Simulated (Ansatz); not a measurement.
# BeBi3 (built on the sites of a database entry of SrBi3): phonons and vibrational spectra, part 2 of 2

Wanted: phonon frequencies of BeBi3 (built on the sites of a database entry of SrBi3) and what follows from them.

Ansatz 0.2.0; DFT PBEsol, scalar-relativistic, plane waves, norm-conserving pseudopotentials.

So far. Step 4 (Tight relaxation): The forces vanish by symmetry and the pressure is 0.000 GPa, within the tolerances set. The cell now holds 26.47 Å³/atom. Step 5 (Modes at Γ): Before it was imposed, the acoustic sum rule was missed by 5.2e-5 eV/Å². Small misses are needed for a sound result but don't prove that mesh and cutoff are converged. The lowest optical mode is imaginary, 157.9i cm⁻¹, so the energy falls along it. The relaxed cell has a = 4.731 Å (conventional setting).

The structure was built from a prototype and need not be the compound's stable phase.

### Step 6. Response at finite wavevector

Stability and thermal properties need the whole zone. Linear response on a 2×2×2 q mesh gives force constants as far as a supercell of that size would.

File input.yaml:

```yaml
crystal:
  lattice:
    - [4.7310176949, 0.0, 0.0]
    - [0.0, 4.7310176949, 0.0]
    - [0.0, 0.0, 4.7310176949]
  atoms:
    - { symbol: Be, position: [0.0, 0.0, 0.0] }
    - { symbol: Bi, position: [0.5, 0.5, 0.0] }
    - { symbol: Bi, position: [0.5, 0.0, 0.5] }
    - { symbol: Bi, position: [0.0, 0.5, 0.5] }
kpoints:
  mp_grid: { grid: [10, 10, 10] }
hamiltonian:
  xc: pbesol
  pseudopotentials: { kind: nc }
scf:
  occupations: { method: methfessel_paxton, width: 0.2 }
output:
  eigenvalues: true
phonons:
  method: dfpt
  qmesh: [2, 2, 2]
  temperatures: { t_max: 1000, t_step: 50 }
  qpath:
    path:
      - [[0.0, 0.0, 0.0], [0.0, 0.5, 0.0], [0.5, 0.5, 0.0], [0.0, 0.0, 0.0], [0.5, 0.5, 0.5], [0.0, 0.5, 0.0]]
      - [[0.5, 0.5, 0.5], [0.5, 0.5, 0.0]]
    npoints: 10
```

The run is started by

```sh
$ ansatz run input.yaml --threads 8 --pin off --max-ram 14336MiB --backend cpu --events-out ev --progress --plain --runs-dir out
```

Numbers of over 12 decimals in the logs are rounded to 6 here.

Log:

```text
[...]
Crystal: 4 atoms, lattice volume = 105.892 Å³
Basis set: ecut = 1197.300995 eV, 9939 PW (Γ), exchange–correlation on 108×108×108 points (8 copies of the dense FFT grid, shifted against one another)
Bands: 30, of which v1, the nominal top of the filled ones, is band 25 counted from 1 (24 counted from 0)
Symmetry: 48 space group operations
k-points: 56 of 1000
[...]
SCF iter   1: F=—  HF=-7043.575623 eV  |F-HF|=—  |Δ(HF+E_count)|=         —  Δρ=1.27e-2  dr2=4.73e-1  ethr=3.10e-3  ⟨swp⟩=6.1  Hψ=7014  notcnv=0
[...]
SCF iter  10: F=-7043.462977 eV  HF=-7043.462977 eV  |F-HF|=1.82e-12  |Δ(HF+E_count)|=  9.09e-13  S|Δr|=    0.00e0  Δρ=4.44e-8  dr2=1.52e-12  ethr=1.00e-12  ⟨swp⟩=9.2  Hψ=9427  notcnv=0
SCF 1 converged in 10 iterations: F = -7043.462977 eV  dr2 = 1.52e-12
phonons: the bands overlap, so this run is a metal and interpolates without the dipole-dipole term. If the crystal is really an insulator or semiconductor, its LO-TO splitting is missing
NSCF: frozen V_eff on 56 k-points
WARN: eigensolver did not converge (k=0): 1 band(s) unlocked after 20 sweeps at ethr=2.33e-12 eV (storage-precision floor; scheduled 1.00e-12 eV) (lowest unlocked band 29, counted from 0; max residual 2.54e-5 eV among the unlocked bands, 2.54e-5 eV over every band; other slots of this pass that fall short are told together in one closing line; warning suppressed until the next SCF loop or pass starts)
WARN: eigensolver did not converge in 7 slots of this pass, the one above among them; of largest residual over every band (k=6): 1 band(s) unlocked (lowest unlocked band 29, counted from 0; max residual 8.15e-4 eV among the unlocked bands, 8.15e-4 eV over every band); of lowest unlocked band (k=0): band 29
[...]
DFPT response loops at q = (0, 0, 0) (fractional): preconditioner auto → Kerker (q_TF=auto, 2.399 Å⁻¹) (partly filled bands, converged f_vac=0.000); β = 1.00, the filter's whole step (`scf.mixing.beta` (0.50) is not read by the response loops under this deck's `scf.mixing.preconditioner`; to damp them name `kerker` or `kerker_dos`, under which they read `scf.mixing.beta`, and type it under 1.00, their step now; both keys bind the ground state too); Broyden in place of MSR1
[...]
SCF converged after 10 iterations
[...]
Free energy (F): -7043.462977 eV
[...]
Internal energy: -7043.464368 eV  (E = F + TS)
E sigma→0 (E₀):  -7043.463325 eV
Entropy (-TS):   0.001391 eV (0.348 meV/atom)
Fermi energy:    11.049878 eV
[...]
--- Band table (eV; the first three rows and the last of 56) ---
  k-point 0: bands = [... 21 lower, 6.8193, 9.4021, 12.1613, 12.1613, 12.1613, 12.9549, 12.9549, 12.9549, ... 1 higher]
  k-point 1: bands = [... 21 lower, 6.9535, 9.6119, 11.8862, 11.9841, 11.9841, 12.6476, 12.8794, 12.8794, ... 1 higher]
  k-point 2: bands = [... 21 lower, 7.2531, 10.2031, 11.3215, 11.3755, 11.3755, 12.0333, 12.9622, 12.9622, ... 1 higher]
  k-point 55: bands = [... 21 lower, 6.2477, 6.2477, 8.6729, 15.4345, 15.4345, 15.9588, 15.9588, 15.9588, ... 1 higher]
--- Phonons (Γ-DFPT): 3 representative perturbations + reference (Σ response iterations 9) ---
  ASR residual: 6.348e-5 → 0.000e0 eV/Å²; symmetrization residual: 1.991e-6 eV/Å²
  ASR residual per site (eV/Å²): 1.36e-5 6.35e-5 6.35e-5 6.35e-5
[...]
--- Phonons (arbitrary-q DFPT): 4 irreducible q on the 2×2×2 mesh ---
  q = [0.0000, 0.0000, 0.0000] (star 1, of the zone-centre solve; hermiticity 1.06e-6, symmetrization 6.11e-14): -157.87 -157.87 -157.87 -36.53 -36.53 -36.53 -0.00 0.00 0.00 87.79 87.79 87.79
  q = [0.0000, 0.0000, -0.5000] (star 3, 7 solved perturbations in 1332 linear systems a pass and spin channel, the states on 216 of 1000 k-point pairs; hermiticity 4.53e-7, symmetrization 7.42e-13, the responses' own estimated error 1.7e-5 eV/Å²): -130.97 -130.97 -68.81 -16.22 -16.22 37.37 38.12 38.12 60.75 82.87 82.87 91.72
[...]
sum rule: each row above includes the acoustic sum rule's correction from the zone centre's row sums; it moved no ω² by more than (0.64 cm⁻¹)²
  mesh force constants: q→R imaginary residual 1.07e-18; ASR residual 6.348e-5 → 0.000e0 eV/Å²; symmetrization residual 1.554e-15 eV/Å²
  interpolated dispersion: 62 rows × 12 modes
  density of states and harmonic sums: on the 14×14×14 q-mesh, interpolated from the force constants of a 2×2×2 supercell (no non-analytic term)
  largest difference from the sums on the solved wave vectors: F 2.40e-2 eV, S 2.83e-5 and C_V 2.82e-6 eV/K
  zero-point energy: 0.023962 eV/cell   skipped modes (ω ≤ 0): 639, of them read as no rigid motion or as one in doubt: 636 (5.282e0 modes/cell left out, lowest -157.87 cm⁻¹)   left out of the sums: 4.40e-1 of the cell's modes: C_V's classical limit lies that fraction below 3 k_B per atom; for a crystal, a wire or a layer, F and S can be off by more, and a phonons.interpolated_qmesh denser along its periods is the remedy for the sampling
```

The job ended after 10 min (8 threads of Arm Neoverse V2, shared host; peak memory 6.2 GiB; 81 min of CPU time).

Numbers from this step:

```
sum-rule residual before enforcement                    : 6.35e-5 eV/Å²
lowest frequency on the path                            : -157.9 cm⁻¹
highest frequency on the path or at a solved wavevector : 108.9 cm⁻¹
lowest mode on the q mesh (acoustic modes at Γ apart)   : -157.9 cm⁻¹
```

Frequencies (cm⁻¹) solved at each irreducible wavevector; negative means imaginary. Frequencies by wavevector, by row:

| q in reciprocal lattice units | star | mode 1 | mode 2 | mode 3 | mode 4 | mode 10 | mode 11 | mode 12 |
| --- | --- | --- | --- | --- | --- | --- | --- | --- |
| 0 0 0 | 1 | -157.9 | -157.9 | -157.9 | -36.5 | 87.8 | 87.8 | 87.8 |
| 0 0 -0.5 | 3 | -131 | -131 | -68.8 | -16.2 | 82.9 | 82.9 | 91.7 |
| 0 -0.5 -0.5 | 3 | -116.9 | -116.9 | -105.4 | -39 | 62.1 | 75.3 | 83 |
| -0.5 -0.5 -0.5 | 1 | -144.9 | -144.9 | -144.9 | -49.2 | 67.1 | 67.1 | 108.9 |

Interpolated from a 2×2×2 q mesh. Phonon branches along the path, in cm⁻¹:

| point | branch 1 | branch 2 | branch 3 | branch 4 | branch 9 | branch 10 | branch 11 | branch 12 |
| --- | --- | --- | --- | --- | --- | --- | --- | --- |
| Γ | -158 | -158 | -158 | -36 | 0 | 88 | 88 | 88 |
| halfway | -145 | -145 | -121 | -25 | 44 | 86 | 86 | 89 |
| X | -131 | -131 | -69 | -16 | 61 | 83 | 83 | 92 |
| halfway | -124 | -119 | -95 | -21 | 61 | 68 | 79 | 88 |
| M | -117 | -117 | -105 | -39 | 48 | 62 | 75 | 83 |
| halfway | -133 | -123 | -122 | -22 | 51 | 77 | 83 | 89 |
| Γ | -158 | -158 | -158 | -36 | 0 | 88 | 88 | 88 |
| halfway | -124 | -124 | -124 | -31 | 54 | 71 | 71 | 95 |
| R | -145 | -145 | -145 | -49 | 67 | 67 | 67 | 109 |
| halfway | -126 | -125 | -115 | -33 | 62 | 62 | 62 | 97 |
| X | -131 | -131 | -69 | -16 | 61 | 83 | 83 | 92 |
| jump to R | -145 | -145 | -145 | -49 | 67 | 67 | 67 | 109 |
| halfway | -132 | -132 | -127 | -44 | 61 | 61 | 65 | 101 |
| M | -117 | -117 | -105 | -39 | 48 | 62 | 75 | 83 |

Tetrahedra on a 14×14×14 mesh, mean over bins of 5 cm-1. Interpolated from a 2×2×2 q mesh. Phonon density of states against wavenumber; read off at these points:

| wavenumber (cm⁻¹) | phonon density of states (1/cm⁻¹/cell) |
| --- | --- |
| -158 | 0.00115 |
| -142 | 0.0240 |
| -132 | 0.0703 |
| -128 | 0.134 |
| -118 | 0.0705 |
| -108 | 0.0242 |
| -92 | 0.00818 |
| -82 | 0.00436 |
| -68 | 1.0e-5 |
| -58 | 0 |
| -42 | 0.0282 |
| -32 | 0.0607 |
| -28 | 0.0792 |
| -18 | 0.0656 |
| -8 | 0.0277 |
| 8 | 0.0213 |
| 18 | 0.0415 |
| 32 | 0.0584 |
| 42 | 0.0797 |
| 48 | 0.107 |
| 58 | 0.0990 |
| 62 | 0.160 |
| 68 | 0.0624 |
| 82 | 0.0819 |
| 92 | 0.0956 |
| 108 | 0.00398 |

The partial phonon density of states has structure finer than the step of the table below, so its rows give means over 10 cm⁻¹, whole bins alone (the curve runs from -168 to 122 cm⁻¹). Peaks (cm⁻¹: height): Be -126.0: 0.158; Bi -20.4: 0.0800, 45.1: 0.100, 61.5: 0.161, 90.6: 0.107.

Phonopy on the run's constants, 13x13x13 mesh, Gaussian sigma 2.1 cm-1. Interpolated from a 2×2×2 q mesh. Partial phonon density of states against wavenumber; means over each step; values in 1/cm⁻¹/cell:

| wavenumber (cm⁻¹) | Be | Bi |
| --- | --- | --- |
| -160 | 0.00124 | 1.9e-5 |
| -150 | 0.0105 | 1.6e-4 |
| -140 | 0.0345 | 4.9e-4 |
| -130 | 0.0972 | 0.00121 |
| -120 | 0.0940 | 0.00106 |
| -110 | 0.0343 | 6.8e-4 |
| -100 | 0.0114 | 4.1e-4 |
| -90 | 0.00755 | 4.3e-4 |
| -80 | 0.00332 | 2.4e-4 |
| -70 | 0.00104 | 9.3e-5 |
| -60 | 1.4e-6 | 1.8e-6 |
| -50 | 0 | 0.00681 |
| -40 | 1.9e-5 | 0.0372 |
| -30 | 8.1e-5 | 0.0691 |
| -20 | 1.4e-4 | 0.0730 |
| -10 | 1.3e-4 | 0.0379 |
| 0 | 2.0e-5 | 0.00736 |
| 10 | 1.5e-4 | 0.0291 |
| 20 | 4.1e-4 | 0.0486 |
| 30 | 6.4e-4 | 0.0539 |
| 40 | 6.4e-4 | 0.0677 |
| 50 | 7.1e-4 | 0.0873 |
| 60 | 5.5e-4 | 0.125 |
| 70 | 2.4e-4 | 0.0641 |
| 80 | 2.3e-4 | 0.0768 |
| 90 | 7.7e-4 | 0.0840 |
| 100 | 7.4e-5 | 0.0238 |
| 110 | 0 | 0.00270 |

Symmetry leaves 4 wavevectors to solve. The lowest mode among them, the acoustic zeros apart, lies at Γ and is imaginary, 157.9i cm⁻¹, so the energy falls along it.

### Step 7. What came out

```yaml
space_group_after_relaxation_within_0p01_a: Pm-3m
volume_per_atom: 26.5 Å³
electronic_character: no gap on this mesh
highest_optical_mode_at_the_zone_centre_no_lo_to_term: 87.8 cm⁻¹
lowest_optical_zone_centre_mode: -158 cm⁻¹
lowest_mode_on_the_q_mesh_acoustic_modes_at_gamma_apart: -158 cm⁻¹
highest_frequency_on_the_path_or_at_a_solved_wavevector: 109 cm⁻¹
imaginary_modes_on_the_2x2x2_q_mesh: yes
```

**Reading.** Modes are clearly imaginary (beyond 10i cm⁻¹) at 4 of the 4 irreducible wavevectors, most at Γ (157.9i cm⁻¹), so this structure is not a minimum of the energy. The optical modes at Γ span -158 to 88 cm⁻¹ (negative means imaginary). The highest mode in this list at Γ, 87.8 cm⁻¹, is mostly motion of Bi (100 % of the kinetic energy). With no gap, or one that is small against the smearing, the frequencies hang on the k mesh and the smearing, most of all near Kohn anomalies. The phonon runs are without spin polarisation, although the cell has an odd electron count. Spin-orbit coupling is left out, which can matter for the heavy elements here. A phonon run warned that its eigensolver left some bands unconverged in a pass. The starting cell was built on a prototype and not taken from a measurement, so the phase need not exist. These are harmonic frequencies at zero temperature: anharmonic shifts, linewidths and thermal expansion are left out.

[Logs are printed without paths, hosts, clocks, repeated set-up lines and the standing remarks that a program may print on its own settings, such as how far it seeks lower states.]

[Hosts, paths, dates, database ids (printed as entryN), source tags and the programs' standing remarks are cut or masked in the printed files.]
